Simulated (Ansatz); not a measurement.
# Decaying states in the gap of Ba2YCuO4, part 3 of 4

A new crystal, Ba2YCuO4: structure, gap and complex bands. It is built by putting Y for Sc in the Ba2ScCuO4 structure of space group P4/mmm, with the volume rescaled by atomic radii. The parent structure comes from the Materials Project.

Ansatz 0.2.0; PBE DFT, plane waves, PAW files (the session's first sound run).

So far, gap on the k-mesh (eV): step 3 (the bulk crystal and its band edges) 1.86.

The structure was built from a prototype and need not be the compound's stable phase.

**5. Complex bands, plane (100), k-mesh 6×4×6**

Level of this step: PBE DFT, plane waves, PAW files; complex bands by layer matching along the plane's normal (Ansatz).

The same for the (100) plane, at (0, 0) and (-0.5, 0), to see how the decay depends on direction.

input.yaml reads:

```yaml
crystal:
  lattice:
    - [4.367057839, 0.0, 0.0]
    - [0.0, 8.213588661, 0.0]
    - [0.0, 0.0, 4.367057839]
  atoms:
    - { symbol: Ba, position: [0.5, 0.7722736161, 0.5] }
    - { symbol: Ba, position: [0.5, 0.2277263839, 0.5] }
    - { symbol: "Y", position: [0.0, 0.0, 0.0] }
    - { symbol: Cu, position: [0.0, 0.5, 0.0] }
    - { symbol: O, position: [0.5, 0.0, 0.0] }
    - { symbol: O, position: [0.0, 0.0, 0.5] }
    - { symbol: O, position: [0.0, 0.718920667, 0.0] }
    - { symbol: O, position: [0.0, 0.281079333, 0.0] }
kpoints:
  mp_grid: { grid: [6, 4, 6] }
scf:
  occupations: { method: fixed }
hamiltonian:
  xc: pbe
output:
  eigenvalues: true
  transmission:
    leads: [[0, 0]]
    kpoints: [[0.0, 0.0], [-0.5, 0.0]]
    e_range: [-1.0, 2.86]
    de: 0.08
```

Started as:

```
> ansatz run input.yaml --threads 2 --pin off --max-ram 4096MiB --backend cpu --events-out ev --progress --plain --runs-dir out
```

Numbers of over 12 decimals in the logs are rounded to 6 here.

Output:

```text
[...]
Crystal: 8 atoms, lattice volume = 156.643 Å³
Basis set: ecut = 420 eV, 3059 PW (Γ)
Bands: 45, of which v1, the nominal top of the filled ones, is band 37 counted from 1 (36 counted from 0)
Symmetry: 16 space group operations
[...]
k-points: 30 of 144
[...]
SCF iter   1: F=—  HF=-24652.573204 eV  |F-HF|=—  |Δ(HF+E_count)|=         —  Δρ=1.60e-3  dr2=7.69e-3  ethr=1.77e-3  ⟨swp⟩=4.9  Hψ=5194  notcnv=0  defer=154
[...]
SCF iter   9: F=-24652.573544 eV  HF=-24652.573544 eV  |F-HF|=9.39e-9  |Δ(HF+E_count)|=   7.68e-8  Δρ=3.53e-6  dr2=2.25e-8  ethr=1.35e-10  ⟨swp⟩=11.9  Hψ=7142  notcnv=0
SCF 1 converged in 9 iterations: F = -24652.573544 eV  dr2 = 2.25e-8
[...]
transmission: 6 of 12 steps passed
transmission: 12 of 12 steps passed
SCF converged after 9 iterations
Free energy (F): -24652.573544 eV
[...]
Internal energy: -24652.573544 eV  (E = F + TS)
E sigma→0 (E₀):  -24652.573544 eV
Fermi energy:    8.105720 eV
[...]
--- Band table (eV; the first three rows and the last of 30) ---
  k-point 0: bands = [... 33 lower, 7.4647, 7.4647, 7.9203, 7.9203, 10.2738, 11.3724, 11.4006, 11.7872, ... 4 higher]
  k-point 1: bands = [... 33 lower, 6.8726, 7.4147, 7.8564, 7.9888, 10.2609, 11.4202, 11.7177, 12.2700, ... 4 higher]
  k-point 2: bands = [... 33 lower, 6.8467, 7.3486, 7.7453, 8.0563, 10.0728, 11.4427, 12.3840, 12.7975, ... 4 higher]
  k-point 29: bands = [... 33 lower, 7.0903, 7.3488, 8.0397, 8.0397, 10.9494, 10.9494, 11.9254, 12.4142, ... 4 higher]
--- Transmission ---
  basis      : 313 plane waves across, 6 finite elements along
  points     : 2, as listed
[...]
crystal 0  : Y1Cu1O4Ba2, at the sites [0, 0], period 4.3671 Å: whole cells are its period
[...]
channels       : 0.000000e0 a spin
[...]
slowest decay  : 0.2884 /Å at (0.0000, 0.0000)
```

Wall time 1.8 min (2 threads of Arm Neoverse V2, shared host); peak memory 1 GiB; 3 min of CPU time.

This step gave:

| Quantity | Value |
| --- | --- |
| level to which the leads are filled | 0.9310 eV from the Fermi level |
| decay constant at the filling level, zone centre | 0.2884 Å⁻¹ |
| decay constant at the filling level, slowest listed point | 0.2884 Å⁻¹ |

K parallel (0, 0); values up to 1.5 1/Å, a degenerate pair printed once or twice; energies at which all values exceed this have no row. The Im kz of the slowest decaying states by energy, zero at the highest filled level on the SCF mesh:

| energy (eV) | decay 1 (Å⁻¹) | decay 2 (Å⁻¹) | decay 3 (Å⁻¹) | decay 4 (Å⁻¹) |
| --- | --- | --- | --- | --- |
| -1.00 | 0.364 | 0.367 | 0.433 | 0.486 |
| -0.84 | 0.358 | 0.390 | 0.446 | 0.447 |
| -0.68 | 0.342 | 0.411 | 0.456 | 0.527 |
| -0.52 | 0.0948 | 0.273 | 0.314 | 0.342 |
| -0.36 | 0.141 | 0.260 | 0.350 | 0.438 |
| -0.20 | 0.0903 | 0.173 | 0.386 | 0.446 |
| -0.04 | 0.199 | 0.300 | 0.309 | 0.407 |
| 0.04 | 0.210 | 0.355 | 0.362 | 0.414 |
| 0.20 | 0.229 | 0.424 | 0.425 | 0.447 |
| 0.36 | 0.245 | 0.430 | 0.452 | 0.470 |
| 0.52 | 0.260 | 0.433 | 0.448 | 0.466 |
| 0.68 | 0.272 | 0.433 | 0.443 | 0.459 |
| 0.84 | 0.283 | 0.432 | 0.434 | 0.451 |
| 1.00 | 0.293 | 0.423 | 0.429 | 0.441 |
| 1.16 | 0.301 | 0.409 | 0.425 | 0.429 |
| 1.32 | 0.308 | 0.391 | 0.415 | 0.419 |
| 1.48 | 0.312 | 0.367 | 0.399 | 0.411 |
| 1.64 | 0.312 | 0.332 | 0.382 | 0.403 |
| 1.80 | 0.194 | 0.302 | 0.345 | 0.367 |
| 1.88 | 0.290 | 0.362 | 0.375 | 0.387 |
| 2.04 | 0.241 | 0.357 | 0.375 | 0.401 |
| 2.20 | 0.122 | 0.355 | 0.361 | 0.401 |
| 2.36 | 0.230 | 0.346 | 0.350 | 0.382 |
| 2.52 | 0.272 | 0.328 | 0.333 | 0.372 |
| 2.68 | 0.297 | 0.303 | 0.309 | 0.370 |
| 2.84 | 0.264 | 0.287 | 0.317 | 0.370 |

K parallel (-0.5, 0); values up to 1.5 1/Å, a degenerate pair printed once or twice; energies at which all values exceed this have no row. The Im kz of the slowest decaying states by energy, zero at the highest filled level on the SCF mesh:

| energy (eV) | decay 1 (Å⁻¹) | decay 2 (Å⁻¹) | decay 3 (Å⁻¹) | decay 4 (Å⁻¹) |
| --- | --- | --- | --- | --- |
| -1.00 | 0.0790 | 0.302 | 0.457 | 0.643 |
| -0.84 | 0.106 | 0.262 | 0.298 | 0.453 |
| -0.60 | 0.115 | 0.240 | 0.277 | 0.424 |
| -0.44 | 0.109 | 0.156 | 0.331 | 0.457 |
| -0.20 | 0.198 | 0.385 | 0.453 | 0.498 |
| -0.04 | 0.220 | 0.411 | 0.521 | 0.653 |
| 0.12 | 0.239 | 0.273 | 0.389 | 0.431 |
| 0.36 | 0.263 | 0.419 | 0.454 | 0.503 |
| 0.52 | 0.277 | 0.465 | 0.475 | 0.534 |
| 0.76 | 0.295 | 0.478 | 0.499 | 0.531 |
| 0.92 | 0.305 | 0.482 | 0.484 | 0.555 |
| 1.08 | 0.315 | 0.465 | 0.492 | 0.550 |
| 1.32 | 0.327 | 0.430 | 0.439 | 0.501 |
| 1.48 | 0.335 | 0.352 | 0.419 | 0.485 |
| 1.72 | 0.212 | 0.345 | 0.387 | 0.457 |
| 1.88 | 0.350 | 0.362 | 0.434 | 0.607 |
| 2.04 | 0.334 | 0.355 | 0.399 | 0.415 |
| 2.28 | 0.279 | 0.286 | 0.362 | 0.421 |
| 2.44 | 0.188 | 0.224 | 0.366 | 0.413 |
| 2.68 | 0.162 | 0.371 | 0.395 | 0.586 |
| 2.84 | 0.184 | 0.374 | 0.381 | 0.578 |

At the listed wavevectors the last open channel is at -0.04 eV and the next at +1.88 eV on the grid. At +0.92 eV, the grid energy nearest the filling level (the middle of the gap on the SCF mesh), the slowest state at the listed wavevectors decays with κ = 0.288 Å⁻¹, its amplitude falling by e over 3.5 Å; the first such run, plane (001), gave 0.262 Å⁻¹.

**6. Band edges at another level**

This step: PBEsol DFT, plane waves, PAW files (Ansatz 0.2.0).

The edges again with PBEsol, at the same atoms.

input.yaml reads:

```yaml
crystal:
  lattice:
    - [4.3670578391, 0.0, 0.0]
    - [0.0, 4.3670578391, 0.0]
    - [0.0, 0.0, 8.2135886613]
  atoms:
    - { symbol: Ba, position: [0.5, 0.5, 0.7722736161] }
    - { symbol: Ba, position: [0.5, 0.5, 0.2277263839] }
    - { symbol: "Y", position: [0.0, 0.0, 0.0] }
    - { symbol: Cu, position: [0.0, 0.0, 0.5] }
    - { symbol: O, position: [0.0, 0.5, 0.0] }
    - { symbol: O, position: [0.5, 0.0, 0.0] }
    - { symbol: O, position: [0.0, 0.0, 0.718920667] }
    - { symbol: O, position: [0.0, 0.0, 0.281079333] }
kpoints:
  mp_grid: { grid: [6, 6, 4] }
  band_path: { path: [VBM, CBM], npoints: 30 }
scf:
  occupations: { method: fixed }
hamiltonian:
  xc: pbesol
output:
  eigenvalues: true
```

Output:

```text
[...]
Crystal: 8 atoms, lattice volume = 156.643 Å³
Basis set: ecut = 420 eV, 3059 PW (Γ)
Bands: 45, of which v1, the nominal top of the filled ones, is band 37 counted from 1 (36 counted from 0)
Symmetry: 16 space group operations
[...]
k-points: 30 of 144
[...]
SCF iter   1: F=—  HF=-24362.389745 eV  |F-HF|=—  |Δ(HF+E_count)|=         —  Δρ=1.43e-2  dr2=2.89e-1  ethr=1.77e-3  ⟨swp⟩=4.9  Hψ=5204  notcnv=0  defer=156
[...]
SCF iter   9: F=-24362.329019 eV  HF=-24362.329019 eV  |F-HF|=5.97e-9  |Δ(HF+E_count)|=   7.27e-8  Δρ=2.97e-6  dr2=2.75e-8  ethr=1.35e-10  ⟨swp⟩=11.7  Hψ=7132  notcnv=0
SCF 1 converged in 9 iterations: F = -24362.329019 eV  dr2 = 2.75e-8
[...]
SCF converged after 9 iterations
Free energy (F): -24362.329019 eV
[...]
Internal energy: -24362.329019 eV  (E = F + TS)
E sigma→0 (E₀):  -24362.329019 eV
Fermi energy:    7.944715 eV
[...]
--- Band table (eV; the first three rows and the last of 30) ---
  k-point 0: bands = [... 33 lower, 7.3112, 7.3112, 7.7519, 7.7519, 10.0476, 11.1481, 11.1645, 11.5324, ... 4 higher]
  k-point 1: bands = [... 33 lower, 7.2691, 7.2691, 7.8547, 7.8547, 10.3923, 11.2737, 11.3295, 11.5336, ... 4 higher]
  k-point 2: bands = [... 33 lower, 7.2409, 7.2409, 7.9447, 7.9447, 10.8291, 11.4413, 11.5349, 11.5392, ... 4 higher]
  k-point 29: bands = [... 33 lower, 6.9267, 7.1675, 7.8759, 7.8759, 10.7487, 10.7487, 11.7385, 12.2039, ... 4 higher]
```

Run time: 29 s. Hardware: 2 threads; peak memory 0.51 GiB; 58 s of CPU time.

This step gave:

* free energy: -24362.3290 eV
* Fermi energy: 7.945 eV
* gap on the k-mesh: 1.823 eV
* gap on path: 1.823 eV, by band count; negative where bands overlap
* direct gap on path: 1.861 eV

The electronic bands at the labelled points (eV, zero at the Fermi level (highest filled level under fixed occupations); v1 is the highest filled band, c1 the lowest empty one):

| point | v4 | v3 | v2 | v1 | c1 | c2 | c3 | c4 |
| --- | --- | --- | --- | --- | --- | --- | --- | --- |
| VBM | -0.70 | -0.70 | 0.00 | 0.00 | 2.88 | 3.50 | 3.59 | 3.59 |
| halfway | -1.33 | -0.79 | -0.19 | -0.14 | 2.25 | 3.38 | 3.94 | 4.25 |
| CBM | -1.21 | -0.77 | -0.42 | -0.04 | 1.82 | 3.28 | 4.59 | 4.70 |

The searched edges give 1.82 eV, as on the mesh.

Between step 3 and this run (PBEsol) the value for the gap on the k-mesh moves from 1.86 eV to 1.82 eV.

**7. Complex bands at another level**

This step: PBEsol DFT, plane waves, PAW files; complex bands by layer matching along the plane's normal (Ansatz 0.2.0).

The complex bands at that level, over its own gap, at (0, 0) and (0, -0.5).

Edit input.yaml of step 6 so:

```diff
@@ -2,5 +2,5 @@
   lattice:
-    - [4.3670578391, 0.0, 0.0]
-    - [0.0, 4.3670578391, 0.0]
-    - [0.0, 0.0, 8.2135886613]
+    - [4.367057839, 0.0, 0.0]
+    - [0.0, 4.367057839, 0.0]
+    - [0.0, 0.0, 8.213588661]
   atoms:
@@ -16,3 +16,2 @@
   mp_grid: { grid: [6, 6, 4] }
-  band_path: { path: [VBM, CBM], npoints: 30 }
 scf:
@@ -23 +22,6 @@
   eigenvalues: true
+  transmission:
+    leads: [[0, 0]]
+    kpoints: [[0.0, 0.0], [0.0, -0.5]]
+    e_range: [-1.0, 2.82]
+    de: 0.08
```

Output:

```text
[...]
Crystal: 8 atoms, lattice volume = 156.643 Å³
Basis set: ecut = 420 eV, 3059 PW (Γ)
Bands: 45, of which v1, the nominal top of the filled ones, is band 37 counted from 1 (36 counted from 0)
Symmetry: 16 space group operations
[...]
k-points: 30 of 144
[...]
SCF iter   1: F=—  HF=-24362.389745 eV  |F-HF|=—  |Δ(HF+E_count)|=         —  Δρ=1.43e-2  dr2=2.89e-1  ethr=1.77e-3  ⟨swp⟩=4.9  Hψ=5204  notcnv=0  defer=156
[...]
SCF iter   9: F=-24362.329019 eV  HF=-24362.329019 eV  |F-HF|=6.02e-9  |Δ(HF+E_count)|=   7.28e-8  Δρ=2.97e-6  dr2=2.76e-8  ethr=1.35e-10  ⟨swp⟩=11.7  Hψ=7129  notcnv=0
SCF 1 converged in 9 iterations: F = -24362.329019 eV  dr2 = 2.76e-8
[...]
transmission: 11 of 22 steps passed
transmission: 22 of 22 steps passed
SCF converged after 9 iterations
Free energy (F): -24362.329019 eV
[...]
Internal energy: -24362.329019 eV  (E = F + TS)
E sigma→0 (E₀):  -24362.329019 eV
Fermi energy:    7.944715 eV
[...]
--- Band table (eV; the first three rows and the last of 30) ---
  k-point 0: bands = [... 33 lower, 7.3112, 7.3112, 7.7519, 7.7519, 10.0476, 11.1481, 11.1645, 11.5324, ... 4 higher]
  k-point 1: bands = [... 33 lower, 7.2691, 7.2691, 7.8547, 7.8547, 10.3923, 11.2737, 11.3295, 11.5336, ... 4 higher]
  k-point 2: bands = [... 33 lower, 7.2409, 7.2409, 7.9447, 7.9447, 10.8291, 11.4413, 11.5349, 11.5392, ... 4 higher]
  k-point 29: bands = [... 33 lower, 6.9267, 7.1675, 7.8759, 7.8759, 10.7487, 10.7487, 11.7385, 12.2039, ... 4 higher]
--- Transmission ---
  basis      : 177 plane waves across, 11 finite elements along
  points     : 2, as listed
[...]
channels       : 0.000000e0 a spin
[...]
slowest decay  : 0.2561 /Å at (0.0000, 0.0000)
```

Elapsed: 34 s, on 2 threads; peak memory 0.64 GiB.

Numbers from this step:

| Property | Result |
| --- | --- |
| level to which the leads are filled | 0.9116 eV from the Fermi level |
| decay constant at the filling level, zone centre | 0.2561 Å⁻¹ |
| decay constant at the filling level, slowest listed point | 0.2561 Å⁻¹ |

K parallel (0, 0); values up to 1.5 1/Å, a degenerate pair printed once or twice; energies at which all values exceed this have no row. Table of Im kz of the slowest decaying states by energy, zero at the highest filled level on the SCF mesh:

| energy (eV) | decay 1 (Å⁻¹) | decay 2 (Å⁻¹) | decay 3 (Å⁻¹) | decay 4 (Å⁻¹) |
| --- | --- | --- | --- | --- |
| -1.00 | 0.225 | 0.381 | 0.471 | 0.608 |
| -0.76 | 0.244 | 0.260 | 0.425 | 0.669 |
| -0.44 | 0.182 | 0.261 | 0.471 | 0.679 |
| -0.20 | 0.0409 | 0.269 | 0.498 | 0.653 |
| -0.04 | 0.272 | 0.514 | 0.634 | 0.687 |
| 0.04 | 0.115 | 0.273 | 0.521 | 0.625 |
| 0.36 | 0.273 | 0.292 | 0.547 | 0.586 |
| 0.60 | 0.268 | 0.345 | 0.557 | 0.561 |
| 0.92 | 0.256 | 0.384 | 0.517 | 0.576 |
| 1.16 | 0.241 | 0.399 | 0.488 | 0.583 |
| 1.40 | 0.219 | 0.405 | 0.458 | 0.586 |
| 1.72 | 0.172 | 0.403 | 0.419 | 0.587 |
| 1.96 | 0.110 | 0.388 | 0.395 | 0.563 |
| 2.20 | 0.354 | 0.381 | 0.511 | 0.579 |
| 2.52 | 0.303 | 0.354 | 0.430 | 0.569 |
| 2.76 | 0.253 | 0.327 | 0.355 | 0.560 |

K parallel (0, -0.5); values up to 1.5 1/Å, a degenerate pair printed once or twice; energies at which all values exceed this have no row. The Im kz of the slowest decaying states by energy, zero at the highest filled level on the SCF mesh:

| energy (eV) | decay 1 (Å⁻¹) | decay 2 (Å⁻¹) | decay 3 (Å⁻¹) | decay 4 (Å⁻¹) |
| --- | --- | --- | --- | --- |
| -1.00 | 0.155 | 0.215 | 0.244 | 0.355 |
| -0.76 | 0.0569 | 0.164 | 0.334 | 0.392 |
| -0.44 | 0.0510 | 0.108 | 0.334 | 0.498 |
| -0.20 | 0.338 | 0.548 | 0.642 | 0.859 |
| -0.04 | 0.159 | 0.341 | 0.573 | 0.702 |
| 0.04 | 0.138 | 0.205 | 0.342 | 0.584 |
| 0.36 | 0.289 | 0.307 | 0.346 | 0.620 |
| 0.60 | 0.347 | 0.349 | 0.351 | 0.586 |
| 0.92 | 0.346 | 0.390 | 0.393 | 0.510 |
| 1.16 | 0.344 | 0.375 | 0.409 | 0.500 |
| 1.40 | 0.315 | 0.339 | 0.423 | 0.518 |
| 1.72 | 0.169 | 0.329 | 0.435 | 0.547 |
| 1.96 | 0.318 | 0.439 | 0.566 | 0.668 |
| 2.20 | 0.161 | 0.303 | 0.439 | 0.579 |
| 2.52 | 0.235 | 0.275 | 0.434 | 0.589 |
| 2.76 | 0.242 | 0.257 | 0.427 | 0.588 |

At the listed wavevectors the last open channel is at -0.04 eV and the next at +1.88 eV on the grid. At +0.92 eV, the grid energy nearest the filling level (the middle of the gap on the SCF mesh), the slowest state at the listed wavevectors decays with κ = 0.256 Å⁻¹, its amplitude falling by e over 3.9 Å; the first such run, plane (001), gave 0.262 Å⁻¹ over as many of its listed wavevectors.

**8. The same cell, other settings**

This step: PBE DFT, plane waves, PAW files; complex bands by layer matching along the plane's normal; changed: output.transmission.leads = [[0, 11]], scf.max_iter = 75 (Ansatz 0.2.0).

This run repeats an earlier one, its twin (the complex run, plane (001)), with two settings changed (output.transmission.leads, scf.max_iter; files written aside). The setting was drawn as a possible misstep, on purpose. Where the input is shown as a difference, that is against the step before, not the twin.

Edit input.yaml of step 7 so:

```diff
@@ -18,4 +18,5 @@
   occupations: { method: fixed }
+  max_iter: 75
 hamiltonian:
-  xc: pbesol
+  xc: pbe
 output:
@@ -23,5 +24,5 @@
   transmission:
-    leads: [[0, 0]]
-    kpoints: [[0.0, 0.0], [0.0, -0.5]]
-    e_range: [-1.0, 2.82]
+    leads: [[0, 11]]
+    kpoints: [[0.0, 0.0], [0.0, -0.5], [0.5, 0.0]]
+    e_range: [-1.0, 2.86]
     de: 0.08
```

Output:

```text
Error: inconsistent input (output.transmission.leads, crystal): the lead [0, 11] names a site that the cell does not have: it has 8, counted from 0.
List the leads and leave barriers out. Name each by two sites of one ion a step apart, counted from 0. A search, which can't tell a lead from a barrier or a film with its gap, finds:
  [2, 2]  O4Ba2Y1Cu1, period 8.2136 Å from a height of 4.53 Å
```

Run time: 0.07 s. Hardware: 2 threads; peak memory 0.097 GiB.

The program refused the input before any cycle.

The program's message: “Error: inconsistent input (output.transmission.leads, crystal): the lead [0, 11] names a site that the cell does not have: it has 8, counted from 0.”

The change that led to it: output.transmission.leads = [[0, 11]].

(Continued in part 4 of 4.)

[Logs are printed without paths, hosts, clocks, repeated set-up lines and the standing remarks that a program may print on its own settings, such as how far it seeks lower states.]

[Hosts, paths, dates, database ids (printed as entryN), source tags and the programs' standing remarks are cut or masked in the printed files.]

[New means built here by substitution; the compound itself may be known and measured.]
